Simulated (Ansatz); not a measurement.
# Elastic response of random alloy of the diamond Si-C (dilute carbon) line, x = 0.1094 (64 atoms): runs compared

How stiff is random alloy of the diamond Si-C (dilute carbon) line, x = 0.1094 (64 atoms), and how do its levels respond to strain?

Computed with Ansatz 0.2.0: Kohn-Sham DFT, PBE, PAW (set soft_2), plane waves.

## Step 1: The cell as built

The cell holds 64 atoms: 57 Si and 7 C. Cell: a = 10.520 Å, b = 10.520 Å, c = 10.520 Å, α = 90.0°, β = 90.0°, γ = 90.0°. It derives from Si (diamond Si-C (dilute carbon)) and C, repeated 2×2×2. Diamond Si-C (dilute carbon): 64 atoms, 7 of 64 Si sites given to C at random, cell and internal coordinates interpolated linearly between the end members (Vegard's rule); not relaxed, displaced by a Gaussian of 0.02 Å. Lattice constants are starting values near those of PBE.

What the set-up can't give: The Brillouin zone is sampled at Γ only.

## Step 2: The reference run

The reference is a single point at the end of the relaxation.

Every strained cell starts from the geometry of this run, and its atoms are relaxed with the cell held.

Its input, with most atom lines left out:

```yaml
crystal:
  lattice:
    - [10.49874, -0.01547, -0.00518]
    - [-0.01547, 10.50904, -0.00636]
    - [-0.00518, -0.00636, 10.45611]
  atoms:
    - { symbol: Si, position: [0.03228, 0.02743, 0.03072] }
    - { symbol: C, position: [0.15814, 0.15257, 0.11677] }
    - { symbol: Si, position: [0.02612, 0.241, 0.21844] }
    - { symbol: Si, position: [0.12193, 0.37348, 0.36876] }
    - { symbol: Si, position: [0.23632, 0.02213, 0.22738] }
    - { symbol: Si, position: [0.38022, 0.14388, 0.34932] }
    - { symbol: C, position: [0.25509, 0.25257, 0.03834] }
    [... atom lines 8 to 64 left out ...]
kpoints:
  mp_grid: { grid: [1, 1, 1] }
hamiltonian:
  xc: pbe
scf:
  occupations: { method: fixed }
output:
  forces: true
  stress: true
  populations: true
  dos:
    method: { smearing: { sigma: 0.08 } }
    de: 0.1
    projected: { site_lists: { C: [C], Si: [Si] } }
  eigenvalues: true
  write_density: true
  write_potential: true
  volumetric_format: npy
```

- free energy per atom: -593.4130 eV/atom
- r.m.s. force component: 0.00777 eV/Å
- pressure: -0.004396 GPa

Occupations were fixed, yet the highest filled and lowest empty levels lie only 0.18 eV apart (at Γ alone), so the cell may have no gap and the filling was imposed.

## Step 3: The runs

Each row is one run, on 4 threads of Arm Neoverse V1, shared host. The free energy is the program's total, comparable only between runs with the same functional, potentials and atoms.

| run | atoms | outcome | ionic steps, all passes | free energy (eV) | time | host memory (GiB) |
| --- | --- | --- | --- | --- | --- | --- |
| Single point at the start | 64 | converged | - | -37964.813 | 5.4 s | 0.97 |
| Cell and atoms relaxed | 64 | converged | 11 | -37978.429 | 49 s | 0.98 |
| Single point at the relaxed geometry | 64 | converged | - | -37978.429 | 9.4 s | 1.0 |
| Volume -3 % | 64 | converged | 6 | -37978.135 | 38 s | 1.00 |
| Volume +3 % | 64 | converged | 4 | -37978.136 | 26 s | 1.0 |
| Volume -6 % | 64 | converged | 11 | -37977.202 | 61 s | 0.98 |
| Volume +6 % | 64 | converged | 4 | -37977.314 | 27 s | 1.0 |
| Volume -10 % | 64 | converged | 13 | -37974.850 | 74 s | 0.97 |
| Stretched by 1 % along x | 64 | converged | 2 | -37978.372 | 13 s | 1.0 |
| Compressed by 1 % along x | 64 | converged | 2 | -37978.372 | 13 s | 1.0 |
| Sheared by 2 % in xy | 64 | converged | 8 | -37978.393 | 52 s | 1.0 |

In some runs the program notes that the SCF threshold is loose for the stress.

## Step 4: Pressure against volume

Atoms are relaxed at each volume, in the scaled cell.

| volume change (%) | volume (Å³/atom) | energy change (meV/atom) | pressure (GPa) | largest move on relaxing (Å) | bonds | gap (eV) |
| --- | --- | --- | --- | --- | --- | --- |
| -10 | 16.223 | 55.93 | 10.48 | 0.30 | 129 | 0.339 |
| -6 | 16.944 | 19.17 | 5.96 | 0.14 | 128 | 0.240 |
| -3 | 17.485 | 4.59 | 2.83 | 0.07 | 128 | 0.180 |
| +0 | 18.026 | 0.00 | 0.00 | - | 127 | 0.176 |
| +3 | 18.566 | 4.57 | -2.62 | 0.03 | 127 | 0.211 |
| +6 | 19.107 | 17.43 | -4.93 | 0.06 | 127 | 0.230 |

## Step 5: Uniaxial strain and shear

Stress (GPa, compression positive) less that of the relaxed cell, atoms relaxed:

| strain | xx | yy | zz | xy | energy change (meV/atom) |
| --- | --- | --- | --- | --- | --- |
| stretched by 1 % along x | -1.588 | -0.650 | -0.730 | -0.053 | 0.88 |
| compressed by 1 % along x | 1.603 | 0.699 | 0.722 | 0.017 | 0.89 |
| sheared by 2 % in xy | 0.224 | -0.228 | -0.597 | -0.319 | 0.55 |

## Step 6: Outcome

The bulk modulus, from the slope of pressure against ln V over the three points nearest the relaxed volume, is 90.9 GPa; a quadratic over all points gives a pressure derivative of about 2.0. The count of bonds runs from 127 to 129 over the series, so at some points contacts cross the cutoffs. The gap goes from 0.339 eV at the smallest volume to 0.230 eV at the largest, not monotonically (lowest 0.176, highest 0.339 eV), on the run's k-points. The shear changes the normal stresses by up to 0.60 GPa, more than the shear stress itself (0.32 GPa), so the response isn't simply elastic and the value of C66 is doubtful. In the Cartesian axes of the cell, finite differences give C11 = 160, C12 = 67.5, C13 = 72.6 and C66 = 16.0 GPa (the shear of 2 % is the engineering strain, εxy = 0.01). The mean of C11, C12 and C13, which equals the bulk modulus in a cubic or isotropic solid, is 99.9 GPa: it agrees with the bulk modulus within 10 %.

**Limits.** Strains are finite and relaxations stop at the force tolerance of the input, which can leave moduli too stiff; they are those of a static cell at zero temperature. Volumes are changed with the cell's shape held, so in an anisotropic solid the modulus lies over the one under free hydrostatic load. The program notes that the SCF threshold of the relaxations is loose for the stress. The host structure and its lattice constant were typed by rule, without a check against the phase diagram.

The DFT runs together took 6.1 min of wall time.

[Logs are printed without paths, hosts, clocks, repeated set-up lines and the standing remarks that a program may print on its own settings, such as how far it seeks lower states.]

[Hosts, paths, dates, database ids (printed as entryN), source tags and the programs' standing remarks are cut or masked in the printed files.]
